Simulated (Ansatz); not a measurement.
**Lattice dynamics of LaLuS2F2 (built on the sites of a database entry of LaSF)**

The cell of LaLuS2F2 (built on the sites of a database entry of LaSF) is at rest. What are its phonons?

Program: Ansatz 0.2.0. Level of theory: DFT PBEsol, scalar-relativistic, plane waves, PseudoDojo norm-conserving pseudopotentials. Results are calculated unless marked as measured.

The structure was built from a prototype and need not be the compound's stable phase.

## 1. Set-up

The structure is tetragonal, space group P4mm (No. 99). Conventional cell: a = 3.831 Å, b = 3.831 Å, c = 6.852 Å, α = 90.00°, β = 90.00°, γ = 90.00°. Lu has 4 F at 2.46 Å and 5 S at 2.72 to 2.81 Å nearest. Nearest to La lie 4 F at 2.51 Å and 5 S at 2.88 to 2.94 Å. Nearest to S lie 1 Lu at 2.72 Å and 4 La at 2.88 Å. S has 4 Lu at 2.81 Å and 1 La at 2.94 Å nearest. Nearest to F lie 2 Lu at 2.46 Å and 2 La at 2.51 Å. Farther neighbours and most contacts between anions are not listed.

## 2. Linear response at the zone centre

The cell comes from relaxations at this level that are not shown. The zone centre is the only wavevector solved here; it holds the modes that light can see, as far as symmetry allows. The response to a homogeneous field gives the Born charges and the dielectric tensor.

The input, input.yaml:

```yaml
crystal:
  lattice:
    - [3.8308766259, 0.0, 0.0]
    - [0.0, 3.8308766259, 0.0]
    - [0.0, 0.0, 6.8520295167]
  atoms:
    - { symbol: Lu, position: [0.5, 0.0, 0.2338676095] }
    - { symbol: La, position: [0.0, 0.5, 0.7734951932] }
    - { symbol: S, position: [0.5, 0.0, 0.6303512932] }
    - { symbol: S, position: [0.0, 0.5, 0.3438326301] }
    - { symbol: F, position: [0.0, 0.0, 0.009226637] }
    - { symbol: F, position: [0.5, 0.5, 0.009226637] }
kpoints:
  mp_grid: { grid: [8, 8, 4] }
hamiltonian:
  xc: pbesol
  pseudopotentials: { kind: nc, accuracy: standard }
scf:
  occupations: { method: fixed }
output:
  eigenvalues: true
phonons:
  method: dfpt
  dielectric: true
  rigid_motions: translations
```

The run is started by

```console
ansatz run input.yaml --threads 8 --pin off --max-ram 14336MiB --backend cpu --events-out ev --progress --plain --runs-dir out
```

Numbers of over 12 decimals in the logs are rounded to 6 here.

The log of the run:

```text
Engine: ansatz 0.2.0, x86_64-unknown-linux-gnu
Pseudopotentials: kind: nc
Pseudopotential: Lu, nc, valence charge 25, recommended cutoff 1360.569312 eV (normal), Lu.nc.azcp (PseudoDojo's, or run here from an input of PseudoDojo's; its table is named by hamiltonian.pseudopotentials.accuracy)
Pseudopotential: La, nc, valence charge 11, recommended cutoff 1496.626244 eV (normal), La.nc.azcp (PseudoDojo's, or run here from an input of PseudoDojo's; its table is named by hamiltonian.pseudopotentials.accuracy)
Pseudopotential: S, nc, valence charge 6, recommended cutoff 707.496042 eV (normal), S.nc.azcp (PseudoDojo's, or run here from an input of PseudoDojo's; its table is named by hamiltonian.pseudopotentials.accuracy)
Pseudopotential: F, nc, valence charge 7, recommended cutoff 1142.878222 eV (normal), F.nc.azcp (PseudoDojo's, or run here from an input of PseudoDojo's; its table is named by hamiltonian.pseudopotentials.accuracy)
Functional definition: PBEsol
  exchange = pbesol_x
  correlation = pbesol_c
Crystal: 6 atoms, lattice volume = 100.558 Å³
Basis set: ecut = 1496.626244 eV, 13195 PW (Γ), exchange–correlation on 100×100×180 points (8 copies of the dense FFT grid, shifted against one another)
Bands: 38, of which v1, the nominal top of the filled ones, is band 31 counted from 1 (30 counted from 0)
Symmetry: 8 space group operations
k-points: 132 of 256 (irreducible under 1 space group operation, time reversal used)
Non-local potential: Lu, projectors of the file, l = 0: 2, l = 1: 2, l = 2: 2, l = 3: 2
Non-local potential: La, projectors of the file, l = 0: 2, l = 1: 2, l = 2: 2, l = 3: 2
Non-local potential: S, projectors of the file, l = 0: 2, l = 1: 2, l = 2: 2
Non-local potential: F, projectors of the file, l = 0: 2, l = 1: 2, l = 2: 1
Initial density: superposition of atomic densities (chi_scale 0.1, normalization cell, long waves kept (reshape's long-wave potential 0.77 eV rms))
Initial wavefunctions: pseudopotential atomic-orbital guess
Functional: x = pbesol(κ = 0.804, μ = 0.123457), c = pbesol(β = 0.046)
SCF iter   1: F=—  HF=-9655.913066 eV  |F-HF|=—  |Δ(HF+E_count)|=         —  Δρ=6.61e-1  dr2=7.94e2  ethr=3.10e-3  ⟨swp⟩=20.8  Hψ=60298  notcnv=4  defer=723
preconditioner: auto → Resta (q_TF=auto, 2.517 Å⁻¹)  ε∞=8.1  [insulator: Δε(μ)=0.002 eV  Ē_g=10.013 eV  n_scr=36 (ndim 8)  ℏωp=26.7 eV  f_vac=0.000  ε∞_Penn≈8.1]
SCF iter   2: F=—  HF=-9651.290968 eV  |F-HF|=—  |Δ(HF+E_count)|=    4.62e0  Δρ=3.84e-1  dr2=1.00e2  ethr=3.10e-3  ⟨swp⟩=9.1  Hψ=35731  notcnv=0  defer=600
SCF iter   3: F=—  HF=-9623.024326 eV  |F-HF|=—  |Δ(HF+E_count)|=    2.83e1  Δρ=1.79e-1  dr2=2.94e1  ethr=3.10e-3  ⟨swp⟩=4.7  Hψ=16255  notcnv=0  defer=563
SCF iter   4: F=—  HF=-9612.524147 eV  |F-HF|=—  |Δ(HF+E_count)|=    1.05e1  Δρ=5.82e-2  dr2=3.30e0  ethr=3.10e-3  ⟨swp⟩=6.9  Hψ=19889  notcnv=0  defer=599
SCF iter   5: F=—  HF=-9611.950760 eV  |F-HF|=—  |Δ(HF+E_count)|=   5.73e-1  Δρ=5.20e-2  dr2=2.00e0  ethr=3.10e-3  ⟨swp⟩=7.1  Hψ=13965  notcnv=0  defer=757
SCF iter   6: F=—  HF=-9611.444001 eV  |F-HF|=—  |Δ(HF+E_count)|=   5.07e-1  Δρ=1.09e-2  dr2=1.06e-1  ethr=3.10e-3  ⟨swp⟩=8.1  Hψ=16690  notcnv=0  defer=639
SCF iter   7: F=—  HF=-9611.433403 eV  |F-HF|=—  |Δ(HF+E_count)|=   1.06e-2  Δρ=3.86e-3  dr2=1.04e-2  ethr=1.71e-4  ⟨swp⟩=6.0  Hψ=13029  notcnv=0  defer=821
SCF iter   8: F=—  HF=-9611.433431 eV  |F-HF|=—  |Δ(HF+E_count)|=   2.78e-5  Δρ=1.22e-3  dr2=2.32e-3  ethr=1.68e-5  ⟨swp⟩=5.8  Hψ=12430  notcnv=0  defer=857
SCF iter   9: F=—  HF=-9611.433061 eV  |F-HF|=—  |Δ(HF+E_count)|=   3.70e-4  Δρ=4.02e-4  dr2=2.04e-4  ethr=3.74e-6  ⟨swp⟩=6.1  Hψ=12292  notcnv=0  defer=847
SCF iter  10: F=—  HF=-9611.433011 eV  |F-HF|=—  |Δ(HF+E_count)|=   4.91e-5  Δρ=1.12e-4  dr2=1.54e-5  ethr=3.29e-7  ⟨swp⟩=5.2  Hψ=11868  notcnv=0  defer=770
SCF iter  11: F=—  HF=-9611.433020 eV  |F-HF|=—  |Δ(HF+E_count)|=   8.22e-6  Δρ=7.66e-5  dr2=6.30e-6  ethr=2.48e-8  ⟨swp⟩=4.2  Hψ=10275  notcnv=0  defer=727
SCF iter  12: F=—  HF=-9611.433009 eV  |F-HF|=—  |Δ(HF+E_count)|=   1.04e-5  Δρ=1.47e-5  dr2=2.46e-7  ethr=1.02e-8  ⟨swp⟩=3.5  Hψ=9299  notcnv=0  defer=698
SCF iter  13: F=—  HF=-9611.432458 eV  |F-HF|=—  |Δ(HF+E_count)|=   5.51e-4  Δρ=6.07e-6  dr2=2.27e-8  ethr=3.96e-10  ⟨swp⟩=4.6  Hψ=12777  notcnv=0  defer=680
SCF iter  14: F=—  HF=-9611.432458 eV  |F-HF|=—  |Δ(HF+E_count)|=  6.68e-10  Δρ=1.49e-6  dr2=2.46e-9  ethr=3.66e-11  ⟨swp⟩=3.8  Hψ=10702  notcnv=0  defer=669
SCF iter  15: F=—  HF=-9611.432458 eV  |F-HF|=—  |Δ(HF+E_count)|=  2.18e-11  Δρ=4.47e-7  dr2=1.28e-10  ethr=3.96e-12  ⟨swp⟩=3.2  Hψ=9543  notcnv=0  defer=662
SCF iter  16: F=-9611.432458 eV  HF=-9611.432458 eV  |F-HF|=3.09e-11  |Δ(HF+E_count)|=  4.91e-11  Δρ=2.19e-7  dr2=3.76e-11  ethr=1.00e-12  ⟨swp⟩=36.2  Hψ=77229  notcnv=0
SCF 1 converged in 16 iterations: F = -9611.432458 eV  dr2 = 3.76e-11
DFPT response loops at Γ: preconditioner auto → Resta (q_TF=auto, 2.517 Å⁻¹)  ε∞=7.3 (no band partly filled); β = 1.00, the filter's whole step (`scf.mixing.beta` (0.50) is not read by the response loops at its default; to damp them type it under 1.00, their step now; it binds the ground state too); Broyden in place of MSR1
── the response to a field inside a basis, on 8×8×4 k-points: an SCF that follows is theirs, and a resumed run solves both again ──
Bands: 32, of which v1, the nominal top of the filled ones, is band 31 counted from 1 (30 counted from 0)
k-points: 20 of 256 (time reversal used)
Initial density: handed on by an earlier stage of this run
Initial wavefunctions: pseudopotential atomic-orbital guess (no wavefunctions were taken with the density)
Eigensolver: Dense (20 Hₖ)
SCF iter   1: F=—  HF=-9611.237656 eV  |F-HF|=—  |Δ(HF+E_count)|=         —  Δρ=8.34e-4  dr2=1.13e-4  ethr=1.00e-1
preconditioner: auto → Resta (q_TF=auto, 2.517 Å⁻¹)  ε∞=6.4  [insulator: Δε(μ)=1.481 eV  Ē_g=12.128 eV  n_scr=36 (ndim 8)  ℏωp=28.2 eV  f_vac=0.000  ε∞_Penn≈6.4]
SCF iter   2: F=—  HF=-9611.237669 eV  |F-HF|=—  |Δ(HF+E_count)|=   1.33e-5  Δρ=3.57e-4  dr2=2.05e-5  ethr=1.82e-7
SCF iter   3: F=—  HF=-9611.237683 eV  |F-HF|=—  |Δ(HF+E_count)|=   1.36e-5  Δρ=8.19e-5  dr2=1.64e-6  ethr=3.31e-8
SCF iter   4: F=—  HF=-9611.237684 eV  |F-HF|=—  |Δ(HF+E_count)|=   1.07e-6  Δρ=2.35e-5  dr2=3.66e-7  ethr=2.65e-9
SCF iter   5: F=-9611.237684 eV  HF=-9611.237684 eV  |F-HF|=1.32e-8  |Δ(HF+E_count)|=   5.18e-8  Δρ=9.86e-6  dr2=4.54e-8  ethr=5.90e-10
SCF 1 converged in 5 iterations: F = -9611.237684 eV  dr2 = 4.54e-8
DFPT response loops at Γ: preconditioner auto → Resta (q_TF=auto, 2.517 Å⁻¹)  ε∞=6.4 (no band partly filled); β = 1.00, the filter's whole step (`scf.mixing.beta` (0.50) is not read by the response loops at its default; to damp them type it under 1.00, their step now; it binds the ground state too); Broyden in place of MSR1
SCF converged after 16 iterations
Free energy (F): -9611.432458 eV
Harris-Foulkes:  -9611.432458 eV  (|F-HF|=3.09e-11)
Internal energy: -9611.432458 eV  (E = F + TS)
E sigma→0 (E₀):  -9611.432458 eV
Fermi energy:    11.306896 eV
--- Per-component energies (eV) ---
  E_band       = -7.744516
  E_kinetic    = 5515.935549
  E_local      = -9665.031373  (includes V_loc(G=0)·N_el)
  E_nonlocal   = -1429.314699
  E_hartree    = 3526.197474
  E_xc         = -1701.640071
  E_vxc        = -1481.728809  (∫ρ·V_xc dr)
  E_ewald      = -5857.579338
  E_smearing   = -0.000000  (= −TS)
  E_closure    = -0.000000  (closes the sum)
  Σ components = -9611.432458   (vs F -9611.432458, Δ=0.00e0)
--- Band table (eV; the first three rows and the last of 132) ---
  k-point 0: bands = [... 27 lower, 9.6470, 11.0929, 11.3069, 11.3069, 12.4230, 14.1558, 14.5876, 14.7683, ... 3 higher]
  k-point 1: bands = [... 27 lower, 9.7010, 10.6872, 11.2611, 11.2611, 12.6056, 13.9155, 14.7230, 14.7509, ... 3 higher]
  k-point 2: bands = [... 27 lower, 9.7586, 10.2720, 11.2111, 11.2111, 12.8976, 13.5633, 14.7357, 14.7898, ... 3 higher]
  k-point 131: bands = [... 27 lower, 9.3025, 10.3263, 10.4641, 10.4641, 14.6574, 14.6574, 14.7983, 14.8419, ... 3 higher]
--- Phonons (Γ-DFPT): 11 representative perturbations + reference, on 132 of 256 k-points (Σ response iterations 44) ---
  k mesh reduced under 1 symmetry operation, with k and −k counted as one. Each operation leaves every solved perturbation unchanged. A smaller set is not considered because the run solves the response to a homogeneous field
  ASR residual: 3.728e-4 → 0.000e0 eV/Å²; symmetrization residual: 2.339e-5 eV/Å²
  ASR residual per site (eV/Å²): 3.73e-4 2.92e-5 1.15e-5 1.59e-5 9.21e-5 9.21e-5
  Γ frequencies (cm⁻¹): 0.00 0.00 0.00 69.23 69.23 150.33 164.09 164.09 187.77 187.77 204.86 246.96 247.76 247.76 271.56 317.81 317.81 348.60
  ε∞ (high-frequency dielectric tensor):
        6.544121     0.000000     0.000000
        0.000000     6.544121     0.000000
        0.000000     0.000000     5.035944
  ε⁰ (static dielectric tensor: ions relaxed, cell fixed):
       23.089493     0.000000    -0.000000
        0.000000    23.089493     0.000000
       -0.000000     0.000000    16.207044
  ε⁰ − ε∞ (ionic part):
       16.545372     0.000000    -0.000000
        0.000000    16.545372     0.000000
       -0.000000     0.000000    11.171100
  softest optical mode at Γ: 69.23 cm⁻¹; the repairs (sum rule, projections) moved no ω² at Γ by more than (2.71 cm⁻¹)²
  Born effective charges Z* (e; rows j = field, columns β = displacement):
    site 0:
         4.09414    0.00000    0.00000
         0.00000    4.09414    0.00000
         0.00000    0.00000    3.81333
    site 1:
         4.15984    0.00000   -0.00000
         0.00000    4.15984    0.00000
        -0.00000    0.00000    4.03513
    site 2:
        -2.71234    0.00000    0.00000
         0.00000   -2.71234    0.00000
         0.00000    0.00000   -1.54157
    site 3:
        -2.75274    0.00000   -0.00000
         0.00000   -2.75274    0.00000
        -0.00000    0.00000   -1.44810
    site 4:
        -1.24403    0.00000   -0.00000
         0.00000   -1.54486    0.00000
         0.00000    0.00000   -2.42939
    site 5:
        -1.54486    0.00000   -0.00000
         0.00000   -1.24403    0.00000
        -0.00000    0.00000   -2.42939
  Z* charge neutrality: 1.531e-2 e pre-enforcement
  solved inside a basis spanned on kpoints, on 8×8×4 k-points, its susceptibility summed on 12×12×6: ε∞ is read to err by 3.3e-2, Z* by 4.3e-2 e (field_mesh: kpoints solves on kpoints); Z* is corrected for what the basis lacks
  optical modes at Γ without the LO–TO term, one row a degenerate level:
      ω (cm⁻¹)  modes    IR ((D/Å)²/amu)
         69.23      2             2.3248
        150.33      1             3.0642
        164.09      2             8.7641
        187.77      2            22.4856
        204.86      1            14.9711
        246.96      1             0.0000
        247.76      2             5.6483
        271.56      1             0.0579
        317.81      2             1.9947
        348.60      1             4.0817
  optical modes at Γ + LO–TO along q̂ = [1.0000, 0.0000, 0.0000]:
      ω (cm⁻¹)  modes    IR ((D/Å)²/amu)
         69.23      1             1.1624
         77.45      1             0.1156
        150.33      1             3.0642
        164.09      1             4.3820
        170.19      1             0.0709
        187.77      1            11.2428
        204.86      1            14.9711
        234.03      1             0.9463
        246.96      1             0.0000
        247.76      1             2.8242
        271.56      1             0.0579
        298.78      1             5.9442
        317.81      1             0.9973
        342.29      1            13.5317
        348.60      1             4.0817
  optical modes at Γ + LO–TO along q̂ = [0.0000, 1.0000, 0.0000]:
      ω (cm⁻¹)  modes    IR ((D/Å)²/amu)
         69.23      1             1.1624
         77.45      1             0.1156
        150.33      1             3.0642
        164.09      1             4.3820
        170.19      1             0.0709
        187.77      1            11.2428
        204.86      1            14.9711
        234.03      1             0.9463
        246.96      1             0.0000
        247.76      1             2.8242
        271.56      1             0.0579
        298.78      1             5.9442
        317.81      1             0.9973
        342.29      1            13.5317
        348.60      1             4.0817
  optical modes at Γ + LO–TO along q̂ = [0.0000, 0.0000, 1.0000]:
      ω (cm⁻¹)  modes    IR ((D/Å)²/amu)
         69.23      2             2.3248
        158.77      1             0.1119
        164.09      2             8.7641
        187.77      2            22.4856
        246.96      1             0.0000
        247.76      2             5.6483
        271.06      1             0.0703
        299.10      1             4.8902
        317.81      2             1.9947
        406.31      1            17.1025
```

The job ended after 14 min (8 threads of AMD EPYC 7R43, shared host; peak memory 11 GiB).

This step gave:

```
gap on the k-mesh                                       : 1.116 eV
volume per atom                                         : 16.76 Å³
sum-rule residual before enforcement                    : 3.73e-4 eV/Å²
miss of the charge sum rule                             : 0.01531 e
estimated error of the dielectric tensor                : 0.03339
estimated error of the Born charges                     : 0.04278 e
point group                                             : 4mm
highest optical mode at the zone centre (no LO-TO term) : 348.6 cm⁻¹
lowest optical zone-centre mode                         : 69.23 cm⁻¹
mean high-frequency dielectric constant                 : 6.041
largest Born charge (third of the trace)                : 4.118 e
mean static dielectric constant                         : 20.80
top of the zone-centre spectrum with the field          : 406.3 cm⁻¹
```

Without the LO-TO term. Patterns of degenerate modes are one choice out of their space. Modes at Γ, with each element's share of the kinetic energy:

```csv
mode,frequency (cm⁻¹),symmetry,Lu %,La %,S %,F %
1,0.0,acoustic,42,33,15,9
2,0.0,acoustic,42,33,15,9
3,0.0,acoustic,42,33,15,9
4,69.2,E,54,35,5,6
5,69.2,E,54,35,5,6
6,150.3,A1,58,26,9,7
7,164.1,E,0,13,2,85
8,164.1,E,0,13,2,85
9,187.8,E,4,8,86,2
10,187.8,E,4,8,86,2
11,204.9,A1,0,40,41,20
12,247.0,B1,0,0,0,100
13,247.8,E,0,9,89,2
14,247.8,E,0,9,89,2
15,271.6,A1,0,0,99,0
16,317.8,E,0,1,3,95
17,317.8,E,0,1,3,95
18,348.6,A1,0,0,36,64
```

Displacements in mode 5 (69.2 cm⁻¹), the largest set to 1:
```
Lu1  1.00 -0.47  0.00
La2 -0.91  0.43  0.00
S3  -0.69  0.32  0.00
S4   0.04 -0.02  0.00
F5  -0.88  0.27  0.00
F6  -0.58  0.41  0.00
```

Displacements in mode 13 (247.8 cm⁻¹), the largest set to 1:
```
Lu1  0.00  0.01  0.00
La2  0.00 -0.16  0.00
S3   0.00  1.00  0.00
S4   0.00 -0.35  0.00
F5   0.00 -0.19  0.00
F6   0.00  0.13  0.00
```

Optical modes at the zone centre, without and with the macroscopic field of the longitudinal modes; each column is sorted by frequency, so a row need not hold one and the same mode. Modes with and without the field, by row:

```csv
rank among optical modes,no field (cm⁻¹),"q along (1, 0, 0) (cm⁻¹)","q along (0, 0, 1) (cm⁻¹)"
1,69.2,69.2,69.2
2,69.2,77.5,69.2
3,150.3,150.3,158.8
4,164.1,164.1,164.1
5,164.1,170.2,164.1
6,187.8,187.8,187.8
7,187.8,204.9,187.8
8,204.9,234,247
9,247,247,247.8
10,247.8,247.8,247.8
11,247.8,271.6,271.1
12,271.6,298.8,299.1
13,317.8,317.8,317.8
14,317.8,342.3,317.8
15,348.6,348.6,406.3
```

Born charge (rows field, columns displacement) (e), principal values of the symmetric part by kind of site:

```csv
atom,atoms with these values,low,middle,high,mean
Lu1,1,3.81,4.09,4.09,4.00
La2,1,4.04,4.16,4.16,4.12
S3,1,-2.71,-2.71,-1.54,-2.32
S4,1,-2.75,-2.75,-1.45,-2.32
F5,2,-2.43,-1.54,-1.24,-1.74
```

In full for S4:

```
-2.75  0.00  0.00
 0.00 -2.75  0.00
 0.00  0.00 -1.45
```

High-frequency dielectric tensor:

```
6.54 0.00 0.00
0.00 6.54 0.00
0.00 0.00 5.04
```

Static dielectric tensor (ions relaxed, fixed cell):

```
23.09  0.00  0.00
 0.00 23.09  0.00
 0.00  0.00 16.21
```

Transverse modes. Lines of the infrared spectrum (strongest = 100):

```csv
position (cm⁻¹),relative intensity
69,10
150,14
164,39
188,100
205,67
247,0.0
248,25
272,0.3
318,8.9
349,18
```

Before it was imposed, the acoustic sum rule was missed by 3.7e-4 eV/Å² and the charge sum rule by 0.015 e. Small misses are needed for a sound result but don't prove that mesh and cutoff are converged. The lowest optical mode is real, 69.2 cm⁻¹.

## 3. Another isotope

An isotope changes the mass and not the force constants, so no new electronic calculation is needed; the shifts show which modes move this element.

The same force constants with the mass of S changed from 32.060 to 33.968 u (phonopy, no LO-TO term). Both lists are sorted by frequency; levels can cross, so a row need not hold one and the same mode. Modes under 3 cm⁻¹ are left out. Isotope shifts, by row:

```csv
q,rank,natural mass (cm⁻¹),changed mass (cm⁻¹)
0 0 0,4,69.23,69.13
0 0 0,5,69.23,69.13
0 0 0,6,150.3,149.9
0 0 0,7,164.1,164
0 0 0,8,164.1,164
0 0 0,9,187.8,183.2
0 0 0,10,187.8,183.2
0 0 0,11,204.9,202.5
0 0 0,12,247,241.5
0 0 0,13,247.8,241.5
0 0 0,14,247.8,247
0 0 0,15,271.6,263.9
0 0 0,16,317.8,317.6
0 0 0,17,317.8,317.6
0 0 0,18,348.6,345.1
```

A mode of this element alone would shift by -2.85 %. The highest zone-centre frequency without the field goes from 348.6 to 345.1 cm⁻¹ (-1.0 %). The product of the frequency ratios over all optical modes at Γ is 0.852; the product rule, (m/m′)^(3k/2) (M′/M)^(3/2) with k = 2 such atoms and M the mass of the cell, gives 0.852.

## 4. Outcome

| Item | Value |
| --- | --- |
| space group (within 0.01 Å) | P4mm |
| volume per atom | 16.8 Å³ |
| gap on the k-mesh | 1.12 eV |
| highest optical mode at the zone centre (no LO-TO term) | 349 cm⁻¹ |
| top of the zone-centre spectrum with the field | 406 cm⁻¹ |
| lowest optical zone-centre mode | 69.2 cm⁻¹ |
| mean high-frequency dielectric constant | 6.04 |
| mean static dielectric constant | 20.8 |
| largest Born charge (third of the trace) | 4.12 e |
| imaginary modes at Γ (the only wavevector solved) | none |

What this shows: The structure is stable against zone-centre distortions, since no mode there is imaginary; other wavevectors were not solved, so zone-boundary instabilities are untested. Without the field, the optical modes at Γ span 69 to 349 cm⁻¹. No dispersion was computed. With the macroscopic field of the longitudinal modes the top of the zone-centre spectrum lies at 406 cm⁻¹, against 349 cm⁻¹ without it. Lattice motion raises the mean dielectric constant from 6.041 to 20.80. The strongest infrared line is at 188 cm⁻¹. Spin-orbit coupling is left out, which can matter for the heavy elements here. The starting cell was built on a prototype and not taken from a measurement, so the phase need not exist. These are harmonic frequencies at zero temperature: anharmonic shifts, linewidths and thermal expansion are left out.

[Logs are printed without paths, hosts, clocks, repeated set-up lines and the standing remarks that a program may print on its own settings, such as how far it seeks lower states.]

[Hosts, paths, dates, database ids (printed as entryN), source tags and the programs' standing remarks are cut or masked in the printed files.]
